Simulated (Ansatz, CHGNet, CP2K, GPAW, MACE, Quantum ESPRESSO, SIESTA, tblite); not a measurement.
**Codes compared on Σ5 (001) twist boundary in Ge (77 atoms)**

Aim: run Σ5 (001) twist boundary in Ge (77 atoms) in several programs and set results and cost side by side. A plane-wave run serves as the reference.

Calculated with Quantum ESPRESSO 7.5; Kohn-Sham DFT, PBE, SSSP efficiency 1.3.0 pseudopotentials, plane waves.

## 1. The starting structure

The cell holds 77 atoms: 77 Ge. Its edges and angles: a = 8.946 Å, b = 8.946 Å, c = 22.565 Å, α = 90.0°, β = 90.0°, γ = 90.0°. It derives from Ge (diamond-structure). Diamond-structure Ge (a = 5.658 Å); two grains turned against each other by 36.87 deg about [001]; 1 x 1 coincidence cells, 2 lattice periods a grain, two boundaries a cell, upper grain shifted by [0.031, 0.71] of the boundary cell and opened by 0.2 Å, one atom of each pair nearer than 2.009 Å removed; minimised with a classical potential (one cell length free) Then every atom was moved at random, 0.02 Å r.m.s. a Cartesian component. Regions: lower grain, 40 atoms (40 Ge); upper grain, 37 atoms (37 Ge). The structure's axis is c.

## 2. The reference run

Input file pw.in:

```
&control
  calculation = 'scf'
  pseudo_dir = './pseudo'
  outdir = './tmp'
  disk_io = 'none'
  tprnfor = .true.
  tstress = .true.
/
&system
  ibrav = 0
  nat = 77
  ntyp = 1
  ecutwfc = 45
  ecutrho = 360
  nosym = .true.
  occupations = 'smearing'
  smearing = 'fd'
  degauss = 0.003675
/
&electrons
  conv_thr = 3.9e-07
  electron_maxstep = 100
  mixing_beta = 0.2
  mixing_mode = 'local-TF'
  diagonalization = 'david'
/
ATOMIC_SPECIES
Ge 72.630 Ge.upf
CELL_PARAMETERS angstrom
8.94608 0.00000 0.00000
0.00000 8.94608 0.00000
0.00000 0.00000 22.56460
ATOMIC_POSITIONS crystal
Ge 0.99609 0.98407 0.01230
Ge 0.19070 0.09108 0.07423
Ge 0.38016 0.19493 0.01400
Ge 0.59008 0.28977 0.07051
Ge 0.81243 0.35691 0.01107
Ge 0.99045 0.49460 0.07030
Ge 0.69021 0.09790 0.13416
Ge 0.88598 0.19801 0.19658
Ge 0.19639 0.59673 0.00998
Ge 0.39673 0.70238 0.06814
Ge 0.59514 0.82505 0.00478
Ge 0.78825 0.90205 0.07496
[... 61 atom lines left out ...]
Ge 0.63674 0.42541 0.93500
Ge 0.74416 0.62188 0.87406
Ge 0.83539 0.81846 0.94238
Ge 0.13021 0.39544 0.88269
K_POINTS gamma
```

Launch:

```sh
OMP_NUM_THREADS=1 mpirun -np 4 pw.x -in pw.in > output.txt
```

Output:

```text
Program PWSCF
     gamma-point specific algorithms are used
     one sub-group per band group will be used
     scalapack distributed-memory algorithm (size of sub-group:  2*  2 procs)
     Parallelization info
     sticks:   dense  smooth     PW     G-vecs:    dense   smooth      PW
     Min        2048    1021    258               351400   124179   15530
     Max        2050    1024    259               351410   124192   15533
     Sum        8197    4093   1033              1405621   496755   62123
     bravais-lattice index     =            0
     lattice parameter (alat)  =      16.9056  a.u.
     unit-cell volume          =   12186.8031 (a.u.)^3
     number of atoms/cell      =           77
     number of atomic types    =            1
     number of electrons       =      1078.00
[... lines left out ...]
     scf convergence threshold =      3.9E-07
[... lines left out ...]
     number of k points=     1  Fermi-Dirac smearing, width (Ry)=  0.0037
[... lines left out ...]
     total energy              =  -16449.87749849 Ry
[... lines left out ...]
     total energy              =  -16449.59351072 Ry
[... lines left out ...]
     total energy              =  -16449.67871022 Ry
[... lines left out ...]
     total energy              =  -16449.67737695 Ry
[... lines left out ...]
     total energy              =  -16449.67737706 Ry
[... lines left out ...]
   -17.0054 -16.9924 -16.9911 -16.9846 -16.9798 -16.9738 -16.9646 -16.9596
   -16.9564 -16.9525 -16.9484 -16.9466 -16.9427 -16.9420 -16.9386 -16.9361
   -16.9310 -16.9304 -16.9289 -16.9266 -16.9251 -16.9195 -16.9194 -16.9166
[...]
12.5221  12.5296  12.5454  12.5820  12.6272  12.6814  12.7089  12.7467
    12.7885  12.8440  12.8705  12.9279  12.9585  12.9679  13.0398  13.0771
    13.1204  13.1591  13.2046  13.2519  13.2664  13.3056  13.3184
     the Fermi energy is     7.9045 ev
!    total energy              =  -16449.67737748 Ry
     estimated scf accuracy    <       0.00000004 Ry
     smearing contrib. (-TS)   =      -0.02003287 Ry
     internal energy E=F+TS    =  -16449.65734461 Ry
     The total energy is F=E-TS. E is the sum of the following terms:
     one-electron contribution =  -11309.74105996 Ry
     hartree contribution      =    6637.49817347 Ry
     xc contribution           =   -4489.61960254 Ry
     ewald contribution        =   -7287.79485558 Ry
     convergence has been achieved in  15 iterations
     Forces acting on atoms (cartesian axes, Ry/au):
     atom    1 type  1   force =     0.02542091   -0.01655260    0.00370784
     atom    2 type  1   force =    -0.00896848   -0.00218780    0.01278526
     atom    3 type  1   force =    -0.01542892    0.03531146   -0.02474704
[...]
atom   76 type  1   force =     0.00337518   -0.03851717   -0.00650951
     atom   77 type  1   force =     0.01411416    0.02595048    0.04845080
     Total force =     0.240273     Total SCF correction =     0.001324
     Computing stress (Cartesian axis) and pressure
          total   stress  (Ry/bohr**3)                   (kbar)     P=       52.83
   0.00036423   0.00000747   0.00006360           53.58        1.10        9.36
   0.00000747   0.00031847  -0.00002319            1.10       46.85       -3.41
   0.00006360  -0.00002319   0.00039470            9.36       -3.41       58.06
     Message from routine punch:
     Nothing written, as per user request (disk_io='none')
```

It took 6 min on 4 MPI ranks of Arm Neoverse V2, shared host; peak memory 6 GiB; 24 min of CPU time.

Banners and routine set-up lines are dropped from the logs; longer cuts are marked.

Numbers from this run:

| Quantity | Value |
| --- | --- |
| r.m.s. force component | 0.4065 eV/Å |
| longest force | 1.733 eV/Å |
| pressure | 5.283 GPa |

## 3. The ladder

The programs:
- CHGNet: machine-learned potential, published weights.
- CP2K 2026.2: Gaussian basis with GTH pseudopotentials and a plane-wave density; labels give functional, basis (MOLOPT sets; SR short-range, UZH the newer set with its own potentials), grid cutoff/relative cutoff and solver (OT: orbital transformation; TRS4, TC2, SIGN: linear-scaling purification with its sparsity filter), or its built-in tight binding.
- GPAW 26.7.0: PAW with atomic orbitals (LCAO), plane waves or a real-space grid of spacing h.
- MACE: machine-learned potential, published weights.
- SIESTA 5.4.2: numerical atomic orbitals, whose automatically made sets are far from complete, with PseudoDojo norm-conserving potentials that we converted to its format (checked against plane waves on the same files for H, C, O, Si, Ge and Ca alone); labels give functional, basis size, energy shift and mesh cutoff.
- tblite 0.8.0: extended tight binding, driven from Python.

All use the same cell and atoms; the electronic-structure runs use the same k-mesh, and an electronic temperature of 580 K (0.05 eV) where levels are smeared.

Differences are against the plane-wave reference, forces as r.m.s. over components; share is that over the reference's r.m.s. force, slope the least-squares factor from reference forces to these. Total energies of different programs have different zeros and aren't compared.

```
                                                              run  Δ force, r.m.s. (meV/Å)  share (%)  slope  Δ pressure (GPa)  cores  CPU time  memory (GiB)
                                                        reference                        -          -      -                 -      4    24 min           6.0
                                           CHGNet 0.3.0 potential                      231       56.8  0.578            -0.437      1       3 s          0.64
                CP2K PBE+D3, DZVP-UZH, 350/50 Ry, diagonalisation                     26.8       6.60  1.023           -0.0405      2   2.9 min           2.3
    CP2K PBE, DZVP-MOLOPT (SR for Ge), 350/50 Ry, diagonalisation                     25.2       6.21  1.032             0.915      2   2.1 min           2.2
          CP2K PBE, DZVP-UZH, 122/50 Ry, diagonalisation (coarse)                     20.3       4.98  1.024             0.726      2   1.9 min          0.79
          CP2K PBE, DZVP-UZH, 175/50 Ry, diagonalisation (coarse)                     20.2       4.97  1.024             0.727      2     2 min           1.0
          CP2K PBE, DZVP-UZH, 350/30 Ry, diagonalisation (coarse)                     20.2       4.96  1.024             0.728      2   2.2 min           2.2
                   CP2K PBE, DZVP-UZH, 350/50 Ry, diagonalisation                     20.2       4.97  1.024             0.727      2   2.9 min           2.2
     CP2K PBE, SZV-MOLOPT-SR, 350/50 Ry, diagonalisation (coarse)                      214       52.7  1.264             -3.46      1      93 s           2.1
                   CP2K PBE, TZVP-UZH, 350/50 Ry, diagonalisation                     22.2       5.46  1.029             0.573      4   3.5 min           4.1
CP2K PBEsol, PBE potentials, DZVP-UZH, 350/50 Ry, diagonalisation                     28.1       6.91  1.036            0.0251      2     3 min           2.2
CP2K revPBE, PBE potentials, DZVP-UZH, 350/50 Ry, diagonalisation                     18.4       4.53  1.017              1.01      2   3.1 min           2.2
                                     GPAW PBE, LCAO dzp, h 0.16 Å                     61.0       15.0  1.122                 -      1   7.4 min           3.1
                                      GPAW PBE, LCAO dzp, h 0.2 Å                     60.8       14.9  1.121                 -      1   4.1 min           1.6
                         GPAW PBE, LCAO sz(dzp), h 0.2 Å (coarse)                      226       55.5  1.427                 -      1      71 s           1.2
                                     GPAW RPBE, LCAO dzp, h 0.2 Å                     83.1       20.4  1.168                 -      1   4.1 min           1.6
                                      MACE MP-0b2 small potential                      179       44.1  0.696             -1.13      1     5.3 s          0.67
                                      MACE MPA-0 medium potential                      124       30.6  0.856             -1.04      1     6.4 s          0.82
     SIESTA BLYP, PBE potentials, DZP, shift 0.01 Ry, mesh 300 Ry                      123       30.2  1.206              4.37      2   6.7 min           1.8
              SIESTA PBE, DZ, shift 0.01 Ry, mesh 300 Ry (coarse)                      113       27.7  1.194             0.458      1   2.6 min          0.96
                      SIESTA PBE, DZP, shift 0.01 Ry, mesh 300 Ry                      111       27.2  1.190              1.51      2   7.2 min           1.8
                      SIESTA PBE, DZP, shift 0.01 Ry, mesh 700 Ry                      111       27.2  1.190              1.45      2    21 min           4.8
             SIESTA PBE, SZP, shift 0.01 Ry, mesh 300 Ry (coarse)                      212       52.1  1.378              3.69      1   5.1 min           1.4
                                                  tblite GFN1-xTB                      187       46.1  0.700             0.408      1     7.9 s          0.16
                                                 tblite IPEA1-xTB                      331       81.3  1.010              11.8      1     6.7 s          0.16
```

Rows marked coarse use a setting chosen to be so.

Times of the machine-learned potentials are mostly Python's start and the loading of weights.

CPU time is summed over cores on a shared host, where runs went side by side, so it is rough. Symmetry, cutoffs, thresholds, outputs and thread counts weren't matched or tuned between programs; memory under MPI is the largest rank's times the ranks.

Runs without a result: CP2K GFN1-xTB, diagonalisation (not converged, the SCF not settling).

Within one program, basis, potentials and functional, energies share a zero. Each run against its twin at the usual cutoff or grid and solver:

```
                                           run                                  twin  Δ energy (meV/atom)  Δ force, r.m.s. (meV/Å)  CPU time over the twin's
CP2K PBE, DZVP-UZH, 122/50 Ry, diagonalisation  DZVP-UZH, 350/50 Ry, diagonalisation               0.0044                    0.517                      0.64
CP2K PBE, DZVP-UZH, 175/50 Ry, diagonalisation  DZVP-UZH, 350/50 Ry, diagonalisation              -1.0e-4                    0.186                      0.68
CP2K PBE, DZVP-UZH, 350/30 Ry, diagonalisation  DZVP-UZH, 350/50 Ry, diagonalisation              -0.0333                    0.298                      0.76
                  GPAW PBE, LCAO dzp, h 0.16 Å                     LCAO dzp, h 0.2 Å                -6.84                     15.3                       1.8
   SIESTA PBE, DZP, shift 0.01 Ry, mesh 700 Ry       DZP, shift 0.01 Ry, mesh 300 Ry                 5.82                    0.686                       3.0
```

## 4. Summary of results

| Property | Result |
| --- | --- |
| reference r.m.s. force component | 0.406 eV/Å |
| nearest in forces | CP2K revPBE, PBE potentials, DZVP-UZH, 350/50 Ry, diagonalisation, 4.5 % |
| farthest in forces | tblite IPEA1-xTB, 81 % |
| cheapest electronic-structure run beside the reference | tblite IPEA1-xTB, 6.7 s of CPU time |

The PBE runs in local orbitals, coarse settings apart, differ by 5.0 % (CP2K PBE, DZVP-UZH, 350/50 Ry, diagonalisation) to 27 % (SIESTA PBE, DZP, shift 0.01 Ry, mesh 700 Ry); basis, grid and potentials can all enter. Tight binding differs by 46 % (tblite GFN1-xTB) to 81 % (tblite IPEA1-xTB); it is another model, with fitted parameters of its own, and the xTB methods hold dispersion. Machine-learned potentials differ by 31 % (MACE MPA-0 medium potential) to 57 % (CHGNet 0.3.0 potential); they were trained on other programs' data. Among those trained on PBE data the slope goes as low as 0.58, with a correlation of 0.84, so directions differ as well as sizes. Rows with another functional or a dispersion term differ by 4.5 % (CP2K revPBE, PBE potentials, DZVP-UZH, 350/50 Ry, diagonalisation) to 30 % (SIESTA BLYP, PBE potentials, DZP, shift 0.01 Ry, mesh 300 Ry), which mixes the change of model with differences of basis and potentials, some of them made for another functional. IPEA1-xTB was fitted to ionisation energies and electron affinities, not to forces or charges. Runs with settings chosen to be coarse differ by 5.0 % (CP2K PBE, DZVP-UZH, 350/30 Ry, diagonalisation) to 56 % (GPAW PBE, LCAO sz(dzp), h 0.2 Å), their programs' other errors included. Of the electronic-structure runs that take under half the reference's CPU time, CP2K revPBE, PBE potentials, DZVP-UZH, 350/50 Ry, diagonalisation comes nearest, at 4.5 % in 3.1 min against 24 min. GPAW PBE, LCAO sz(dzp), h 0.2 Å stiffens the forces by a factor of 1.43 while following their directions (correlation 0.971); the slopes of the 4 GPAW runs lie between 1.12 and 1.43. In pressure, SIESTA PBE, SZP, shift 0.01 Ry, mesh 300 Ry misses by +3.7 GPa, at the same functional. In the reference: levels near the Fermi energy are neither full nor empty under the smearing, so no gap is quoted. Periodic xTB results under one method name differ between programs and library versions. The potentials hold different valence shells: 1078 electrons in the reference, 308 in GPAW and 308 in CP2K with DZVP-MOLOPT; this bears on time and differences. GPAW's setups keep the filled d shell of Ge in the core. The reference's pressure holds the uncorrected Pulay stress of its 45 Ry basis, so small pressure differences, and their order, may be the reference's own error. Machine-learned potentials mimic data converged in k, so the reference's own k-point error enters their differences. The host structure and its lattice constant were typed by rule, without a check against the phase diagram. The reference's pressure of 5.3 GPa says that the cell would expand at this level of theory. The electronic-structure runs sample only Γ, in a cell whose shortest periodic width is 9 Å, which is coarse for a cell with partly filled levels.

[Long decimals in the printed logs are rounded to 6 places.]

[Also dropped from logs without a mark: lines with file paths, logging warnings of Python, QE's lines on negative density and diagonalisation, SIESTA's first energy breakdown, zero terms and Voronoi charges.]

[Logs are printed without paths, hosts, clocks, repeated set-up lines and the standing remarks that a program may print on its own settings, such as how far it seeks lower states.]

[Hosts, paths, dates, database ids (printed as entryN), source tags and the programs' standing remarks are cut or masked in the printed files.]

[Not all failed runs are listed: runs killed by the host, ended in a Python traceback or in CONQUEST's support-function errors, and SIESTA runs with faulty potentials for Cu, Fe, Ni or Zn are left out.]
